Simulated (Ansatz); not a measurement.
# Is Au-Ir stack of (111) layers a stable metal?, part 2 of 3

Question: is the lattice of Au-Ir stack of (111) layers stable, and if so, what are its coupling constant and resistivity?

Ansatz 0.2.0; DFT PBE, scalar-relativistic, plane waves, PAW; PAW set soft_1.

So far: Set-up; Rough relaxation.

### 3. Relaxation

Lattice constant and positions set the bands and the force constants, so the cell is relaxed first.

The input, input.yaml:

```yaml
crystal:
  lattice:
    - [2.6948076527, 2.865e-06, 0.0]
    - [-1.3474063075, 2.3337704531, 0.0]
    - [0.0, 0.0, 28.2340518678]
  atoms:
    - { symbol: Au, position: [0.0, 0.0, 0.1893929885] }
    - { symbol: Ir, position: [0.3333333333, 0.6666666667, 0.278730753] }
  periodic: [true, true, false]
kpoints:
  mp_grid: { grid: [12, 12, 1] }
hamiltonian:
  xc: pbe
  pseudopotentials: { kind: paw, azcp: { folder: soft_1 } }
scf:
  occupations: { method: gaussian, width: 0.1 }
output:
  forces: true
  stress: true
  eigenvalues: true
  write_density: true
  write_potential: true
  elf: true
  volumetric_format: npy
relax:
  adjacent_minimum: "off"
  f_tol: 0.005
  max_steps: 80
  cell: { stress_2d_tol: 0.02 }
```

Started as:

```sh
ansatz run input.yaml --threads 4 --pin off --max-ram 20480MiB --backend cpu --events-out ev --progress --plain --runs-dir out
```

Numbers of over 12 decimals in the logs are rounded to 6 here.

Log:

```text
[the first part of the log is left out]
  E_hartree    = 52261.445579
  E_xc         = -443.436526
  E_vxc        = -515.201247  (∫ρ·V_xc dr)
  E_paw        = -18996.923274  (= ΣΔE_a)
  E_vpaw       = -677.077002  (= ΣTr[D̂ρ^β])
  E_aug_tail   = 0.001951  (compensation charges beyond the density's cutoff)
  E_ewald      = 46719.289772
  E_smearing   = -0.011955  (= −TS)
  E_closure    = 0.000000  (closes the sum)
  Σ components = -25086.284178   (vs F -25086.284178, Δ=0.00e0)
--- Forces (eV/Å), atoms counted from 1 ---
  atom   1  Au     0.00000000    -0.00000000     0.00016370
  atom   2  Ir    -0.00000000     0.00000000    -0.00016352
  max |Σ_I F_I| component: 1.79e-7 eV/Å
--- 2D stress c σ (N/m, compression-positive) ---
        0.000306       0.000000       0.000000
       -0.000000       0.000306       0.000000
        0.000000       0.000000       0.000000
  P = ½ c Tr σ = 0.0003 N/m
--- Band table (eV; the first three rows and the last of 19) ---
[...]
--- Relaxed structure (4 steps of the walk, 4 accepted, 1 SCFs on fresh bases) ---
[...]
cell:  # Å, volume = 177.9375 Å³
    - [2.697626, 2.8679892061818003e-6, 0]
    - [-1.348816, 2.336211, 0]
    - [0, 0, 28.2340518678]
  atoms:
    - { symbol: Au, position: [1.1521756137969923e-19, -3.694982558672512e-17, 0.189650] }
    - { symbol: Ir, position: [0.333333, 0.666667, 0.278473] }
```

It took 16 s on 4 threads of Arm Neoverse V1, shared host; peak memory 0.48 GiB.

Relaxation path:

```tsv
step	energy less that of the first step (eV)	largest force component (eV/Å)	volume (Å³)
1	0.0000	0.0291	177.57
2	0.0000	0.0397	177.84
3	-0.0001	0.0087	178.28
4	-0.0002	0.0002	177.94
5	-0.0003	0.0002	177.94
```

The log counts 1 steps on a newly chosen plane-wave basis, not all of them marked here; energy and pressure can jump at such steps.

```tsv
cell as run	before	after	change
a (Å)	2.695	2.698	+0.1 %
b (Å)	2.695	2.698	+0.1 %
```

Final coordinates:

```cif
data_structure
_symmetry_space_group_name_H-M 'P 1'
_symmetry_Int_Tables_number 1
_cell_length_a 2.6976
_cell_length_b 2.6976
_cell_length_c 28.2341
_cell_angle_alpha 90.000
_cell_angle_beta 90.000
_cell_angle_gamma 120.000
_cell_volume 177.94
loop_
_atom_site_label
_atom_site_type_symbol
_atom_site_fract_x
_atom_site_fract_y
_atom_site_fract_z
_atom_site_occupancy
Au1 Au 0.00000 0.00000 0.18965 1
Ir2 Ir 0.33333 0.66667 0.27847 1
```

Electrostatic potential energy in the ca plane at fractional y = 0.667, with atoms of Ir within 0.2 Å of it. With pseudopotentials it is smooth inside the atoms' cores, unlike the true potential.

Ten even steps from '0' (-57 eV) to '9' (0 eV), each cell a mean:
```
99999999999986446899888899999999999999999999
99999999999986446899888899999999999999999999
99999999999997657898644689999999999999999999
99999999999998888987200279999999999999999999
99999999999999989985000058999999999999999999
99999999999999889985000058999999999999999999
99999999999998888987200269999999999999999999
99999999999997667898633689999999999999999999
```
Columns run along c (16.0 Å, from fractional 0.00 to 0.57 of the cell; values clipped at the 3rd and 97th percentile), rows up along a (2.7 Å). Atoms in or near the plane, at fractional coordinates: Ir at (0.28, 0.33).

Valence density in the ca plane at fractional y = 0.667, with atoms of Ir within 0.2 Å of it. It is the smooth field of the valence electrons, not physical close to the nuclei.

Ten steps, logarithmic in the rise over the least value, from '0' (0.0 e/Å³) to '9' (8.8 e/Å³), each cell a mean:
```
00000000000135675322344321000000000000000000
00000000000135675322344321000000000000000000
00000000000124554323566531000000000000000000
00000000000123443234788742100000000000000000
00000000000112332236899863100000000000000000
00000000000112332236899863100000000000000000
00000000000123443235799752100000000000000000
00000000000124554323566531000000000000000000
```
Columns run along c (16.0 Å, from fractional 0.00 to 0.57 of the cell), rows up along a (2.7 Å). Atoms in or near the plane, at fractional coordinates: Ir at (0.28, 0.33).

ELF in the ca plane at fractional y = 0.667, with atoms of Ir within 0.2 Å of it. It is the smooth field of the valence electrons, not physical close to the nuclei.

Ten even steps from '0' (0.00) to '9' (0.58), each cell a mean:
```
00000000012346776433455554210000000000000000
00000000012346776433455554210000000000000000
00000000012345665334566554210000000000000000
00000000001234443345899864310000000000000000
00000000001233333357988974321000000000000000
00000000001233433357988974321000000000000000
00000000001234443346899864310000000000000000
00000000012345655334577654210000000000000000
```
Columns run along c (16.0 Å, from fractional 0.00 to 0.57 of the cell), rows up along a (2.7 Å). Atoms in or near the plane, at fractional coordinates: Ir at (0.28, 0.33).

### 4. Tight relaxation

Phonons are second derivatives about the minimum, so the remaining forces must be small: the thresholds are tightened.

input.yaml, the sections that differ from step 3:

```yaml
crystal:
  lattice:
    - [2.6976262366, 2.868e-06, 0.0]
    - [-1.3488156021, 2.3362114169, 0.0]
    - [0.0, 0.0, 28.2340518678]
  atoms:
    - { symbol: Au, position: [0.0, 0.0, 0.1896503335] }
    - { symbol: Ir, position: [0.3333333333, 0.6666666667, 0.278473408] }
  periodic: [true, true, false]
scf:
  occupations: { method: methfessel_paxton, width: 0.2 }
relax:
  adjacent_minimum: "off"
  f_tol: 0.001
  max_steps: 60
  cell: { stress_2d_tol: 0.002 }
# kpoints, hamiltonian, output: as in step 3
```

Log:

```text
[the first part of the log is left out]
  E_hartree    = 52273.501317
  E_xc         = -443.440086
  E_vxc        = -515.206447  (∫ρ·V_xc dr)
  E_paw        = -18996.925704  (= ΣΔE_a)
  E_vpaw       = -677.079752  (= ΣTr[D̂ρ^β])
  E_aug_tail   = 0.001951  (compensation charges beyond the density's cutoff)
  E_ewald      = 46731.455682
  E_smearing   = 0.005830  (= −TS)
  E_closure    = 0.000000  (closes the sum)
  Σ components = -25086.275489   (vs F -25086.275489, Δ=0.00e0)
--- Forces (eV/Å), atoms counted from 1 ---
  atom   1  Au    -0.00000000     0.00000000    -0.00018529
  atom   2  Ir     0.00000000     0.00000000     0.00018540
  max |Σ_I F_I| component: 1.06e-7 eV/Å
--- 2D stress c σ (N/m, compression-positive) ---
       -0.001182       0.000000       0.000000
       -0.000000      -0.001182       0.000000
        0.000000       0.000000      -0.000000
  P = ½ c Tr σ = -0.0012 N/m
--- Band table (eV; the first three rows and the last of 19) ---
[...]
--- Relaxed structure (4 steps of the walk, 3 accepted, 1 SCFs on fresh bases) ---
[...]
cell:  # Å, volume = 177.9008 Å³
    - [2.697349, 2.8677273646778693e-6, 0]
    - [-1.348677, 2.335971, 0]
    - [0, 0, 28.2340518678]
  atoms:
    - { symbol: Au, position: [0, -3.7008966610541695e-17, 0.189657] }
    - { symbol: Ir, position: [0.333333, 0.666667, 0.278467] }
```

Run time: 16 s. Hardware: 4 threads; peak memory 0.48 GiB.

Little changed from the start: no atom moved by 0.005 Å and no cell edge by 0.1 %.

Valence density in the ca plane at fractional y = 0.667, with atoms of Ir within 0.2 Å of it. It is the smooth field of the valence electrons, not physical close to the nuclei.

Ten steps, logarithmic in the rise over the least value, from '0' (0.0 e/Å³) to '9' (8.8 e/Å³), each cell a mean:
```
00000000000135675322344321000000000000000000
00000000000135675322344321000000000000000000
00000000000124554323566531000000000000000000
00000000000123443234788742100000000000000000
00000000000112332236899863100000000000000000
00000000000112332236899863100000000000000000
00000000000123443235799752100000000000000000
00000000000124554323566531000000000000000000
```
Columns run along c (16.0 Å, from fractional 0.00 to 0.57 of the cell), rows up along a (2.7 Å). Atoms in or near the plane, at fractional coordinates: Ir at (0.28, 0.33).

ELF in the ca plane at fractional y = 0.667, with atoms of Ir within 0.2 Å of it. It is the smooth field of the valence electrons, not physical close to the nuclei.

Values, 5 rows by 16 columns, each cell a mean:
```
0.00 0.00 0.01 0.10 0.28 0.42 0.24 0.28 0.32 0.18 0.03 0.00 0.00 0.00 0.00 0.00
0.00 0.00 0.01 0.08 0.25 0.35 0.23 0.33 0.35 0.19 0.03 0.00 0.00 0.00 0.00 0.00
0.00 0.00 0.01 0.06 0.19 0.23 0.24 0.51 0.51 0.23 0.05 0.00 0.00 0.00 0.00 0.00
0.00 0.00 0.01 0.06 0.18 0.23 0.25 0.52 0.52 0.24 0.05 0.00 0.00 0.00 0.00 0.00
0.00 0.00 0.01 0.08 0.23 0.31 0.23 0.39 0.41 0.20 0.04 0.00 0.00 0.00 0.00 0.00
```
Columns run along c (16.0 Å, from fractional 0.00 to 0.57 of the cell), rows up along a (2.7 Å). Atoms in or near the plane, at fractional coordinates: Ir at (0.28, 0.33).

Electrostatic potential energy in the ca plane at fractional y = 0.667, with atoms of Ir within 0.2 Å of it. With pseudopotentials it is smooth inside the atoms' cores, unlike the true potential.

Ten even steps from '0' (-57 eV) to '9' (0 eV), each cell a mean:
```
99999999999986446899888899999999999999999999
99999999999986446899888899999999999999999999
99999999999997657898644689999999999999999999
99999999999998888987200279999999999999999999
99999999999999989985000058999999999999999999
99999999999999889985000058999999999999999999
99999999999998888987200269999999999999999999
99999999999997667898633689999999999999999999
```
Columns run along c (16.0 Å, from fractional 0.00 to 0.57 of the cell; values clipped at the 3rd and 97th percentile), rows up along a (2.7 Å). Atoms in or near the plane, at fractional coordinates: Ir at (0.28, 0.33).

### 5. Lattice stability: q 2×2×1, k 8×8×1

Couplings are defined for a stable lattice alone, so phonons come first.

The input, input.yaml:

```yaml
crystal:
  lattice:
    - [2.6973485435, 2.8677e-06, 0.0]
    - [-1.3486767553, 2.3359709276, 0.0]
    - [0.0, 0.0, 28.2340518678]
  atoms:
    - { symbol: Au, position: [0.0, 0.0, 0.1896571863] }
    - { symbol: Ir, position: [0.3333333333, 0.6666666667, 0.2784665552] }
  periodic: [true, true, false]
kpoints:
  mp_grid: { grid: [8, 8, 1] }
hamiltonian:
  xc: pbe
  pseudopotentials: { kind: paw, azcp: { folder: soft_1 } }
scf:
  occupations: { method: methfessel_paxton, width: 0.2 }
output:
  eigenvalues: true
phonons:
  method: dfpt
  qmesh: [2, 2, 1]
  temperatures: { t_max: 1000, t_step: 50 }
  qpath:
    path:
      - [0.0, 0.0, 0.0]
      - [0.5, 0.0, 0.0]
      - [0.33333333, 0.33333333, 0.0]
      - [0.0, 0.0, 0.0]
    npoints: 10
```

Log:

```text
[...]
Crystal: 2 atoms, lattice volume = 177.901 Å³
Basis set: ecut = 420 eV, 3533 PW (Γ), exchange–correlation on 40×40×384 points (8 copies of the dense FFT grid, shifted against one another)
Bands: 22, of which v1, the nominal top of the filled ones, is band 18 counted from 1 (17 counted from 0)
Symmetry: 6 space group operations
k-points: 10 of 64 (time reversal used)
[...]
SCF iter   1: F=—  HF=-25088.030315 eV  |F-HF|=—  |Δ(HF+E_count)|=         —  Δρ=6.47e-2  dr2=4.56e1  ethr=3.10e-3  ⟨swp⟩=12.2  Hψ=1771  notcnv=0
[...]
SCF iter  16: F=-25086.226567 eV  HF=-25086.226567 eV  |F-HF|=7.64e-11  |Δ(HF+E_count)|=  1.75e-10  S|Δr|=    0.00e0  Δρ=4.37e-8  dr2=3.06e-12  ethr=1.00e-12  ⟨swp⟩=15.8  Hψ=1830  notcnv=0
SCF 1 converged in 16 iterations: F = -25086.226567 eV  dr2 = 3.06e-12
[...]
phonons: the bands overlap, so this run is a metal and interpolates without the dipole-dipole term. If the crystal is really an insulator or semiconductor, its LO-TO splitting is missing
NSCF: frozen V_eff on 10 k-points
WARN: eigensolver did not converge (k=0): 1 band(s) unlocked after 2 eigensolves, warm-restarted (20 sweeps on the last) at ethr=1.65e-12 eV (storage-precision floor; scheduled 1.00e-12 eV) (lowest unlocked band 21, counted from 0; max residual 6.48e-5 eV among the unlocked bands, 6.48e-5 eV over every band; other slots of this pass that fall short are told together in one closing line; warning suppressed until the next SCF loop or pass starts)
WARN: eigensolver did not converge in 6 slots of this pass, the one above among them; of largest residual over every band (k=3): 1 band(s) unlocked (lowest unlocked band 21, counted from 0; max residual 2.19e-4 eV among the unlocked bands, 2.19e-4 eV over every band); of lowest unlocked band (k=0): band 21
[...]
DFPT response loops at q = (0, 0, 0) (fractional): preconditioner auto → none (partly filled bands, converged f_vac=0.764); β = 0.50; Broyden in place of MSR1
[...]
SCF converged after 16 iterations
Stability not checked: this state was not tested for a lower state beside it, because cold or Methfessel-Paxton smearing, or corrected tetrahedra, fill the levels in a way that the test cannot read (fill_not_monotonic; see scf.lower_state_search)
Free energy (F): -25086.226567 eV
[...]
Internal energy: -25086.218893 eV  (E = F + TS)
E sigma→0 (E₀):  -25086.224649 eV
Entropy (-TS):   -0.007674 eV (-3.837 meV/atom)
Fermi energy:    -5.707709 eV
[...]
--- Band table (eV; the first three rows and the last of 10) ---
  k-point 0: bands = [... 14 lower, -8.0749, -7.5181, -7.5181, -7.3817, -5.1692, -5.0173, -5.0173, -0.5347]
  k-point 1: bands = [... 14 lower, -8.0979, -7.9425, -7.2580, -6.9542, -6.1089, -5.1294, -3.4157, -0.1327]
  k-point 2: bands = [... 14 lower, -8.1074, -8.1004, -7.4594, -5.9681, -5.6519, -5.3907, -1.4271, 1.0340]
  k-point 9: bands = [... 14 lower, -7.7806, -7.1236, -6.8561, -5.8098, -0.6270, -0.2286, 1.6151, 2.1777]
--- Phonons (Γ-DFPT): 4 representative perturbations + reference (Σ response iterations 21) ---
  ASR residual: 6.992e-5 → 0.000e0 eV/Å²; symmetrization residual: 2.379e-5 eV/Å²
  ASR residual per site (eV/Å²): 4.28e-5 6.99e-5
  Γ frequencies (cm⁻¹): 0.00 0.00 0.00 35.45 35.45 86.80
--- Phonons (arbitrary-q DFPT): 2 irreducible q on the 2×2×1 mesh ---
  q = [0.0000, 0.0000, 0.0000] (star 1, of the zone-centre solve; hermiticity 9.18e-6, symmetrization 4.41e-6): -0.00 0.00 0.00 35.45 35.45 86.80
  q = [0.0000, -0.5000, 0.0000] (star 3, 6 solved perturbations in 178 linear systems a pass and spin channel, the states on 34 of 64 k-point pairs; hermiticity 1.68e-6, symmetrization 1.02e-6): -59.08 12.32 50.13 108.09 146.84 210.06
  sum rule: each row above includes the acoustic sum rule's correction from the zone centre's row sums; it moved no ω² by more than (0.31 cm⁻¹)²
  mesh force constants: q→R imaginary residual 7.27e-18; ASR residual 6.992e-5 → 0.000e0 eV/Å²; symmetrization residual 1.421e-14 eV/Å²
  interpolated dispersion: 31 rows × 6 modes
  density of states and harmonic sums: on the 26×26×1 q-mesh, interpolated from the force constants of a 2×2×1 supercell (no non-analytic term)
  largest difference from the sums on the solved wave vectors: F 1.97e-2 eV, S 4.82e-5 and C_V 1.78e-5 eV/K
  zero-point energy: 0.029194 eV/cell   skipped modes (ω ≤ 0): 93, of them read as no rigid motion or as one in doubt: 90 (1.291e0 modes/cell left out, lowest -59.08 cm⁻¹)   left out of the sums: 2.16e-1 of the cell's modes: C_V's classical limit lies that fraction below 3 k_B per atom; for a crystal, a wire or a layer, F and S can be off by more, and a phonons.interpolated_qmesh denser along its periods is the remedy for the sampling
```

Wall time 42 s (4 threads); peak memory 0.81 GiB.

This step gave:

```
share of imaginary modes in the plain interpolation between solved wavevectors : 0.2184
highest frequency, solved or plainly interpolated                              : 210.1 cm⁻¹
```

Solved on the 2×2×1 mesh alone; all other wavevectors are interpolated. The phonon branches at the labelled points (cm⁻¹):

```tsv
point	branch 1	branch 2	branch 3	branch 4	branch 5	branch 6
Γ	0	0	0	36	36	87
halfway	-39	-13	70	79	106	150
M	-59	12	50	108	147	210
halfway	-25	39	49	133	137	201
K	-19	44	99	104	177	177
halfway	-29	16	66	97	113	161
Γ	0	0	0	36	36	87
```

The phonon branches as a text plot (rows in cm⁻¹):

```
    204 |               ************
    193 |             **            ****     **
    182 |                               *****  *****
    171 |           **                  *
    160 |                             **   **       **
    148 |         **      ******    **       **
    137 |               **      ****           ***    ***
    126 |       **    **          * **       *******
    115 |           **        ****    ***  **     ****   **
    104 |     **  **    ******           **           ***
     92 |*      **  ****                *           **          *
     81 | ******  **                  **   **         **********
     70 |   **********               *       **     *******
     59 |     **      ****          *          *****     ****
     47 | ****            ************************         *****
     36 |***                       *                         ****
     25 | **                      *               **         ***
     14 |                 ********                  **
      3 |***            **                            ***    ****
     -9 | **************                                 *******
    -20 |     **                   ***************       **
    -31 |       **                *               *******
    -42 |         ****          **
    -53 |             **********
         Γ                   M           K                      Γ
```

Lowest modes at the softest wavevector of the mesh. The modes at q = (0.500, 0.000, 0.000) (shares of kinetic energy by element, %) (negative means imaginary):

```tsv
mode	frequency (cm⁻¹)	Au %	Ir %
1	-59.1	0	100
2	12.3	89	11
3	50.1	10	90
4	108.1	100	0
5	146.8	2	98
6	210.1	99	1
```

Displacements in mode 1 (-59.1 cm⁻¹), the largest set to 1, in the home cell:
```
Au1 -0.04  0.06  0.00
Ir2 -0.58  1.00  0.00
```

Displacements in mode 3 (50.1 cm⁻¹), the largest set to 1, in the home cell:
```
Au1  0.06  0.03 -0.33
Ir2 -0.03 -0.02  1.00
```

Among the solved wavevectors the lowest mode, translations apart, is -59.1 cm⁻¹, imaginary.

(Part 2 of 3 ends here.)

[Logs are printed without paths, hosts, clocks, repeated set-up lines and the standing remarks that a program may print on its own settings, such as how far it seeks lower states.]

[Hosts, paths, dates, database ids (printed as entryN), source tags and the programs' standing remarks are cut or masked in the printed files.]
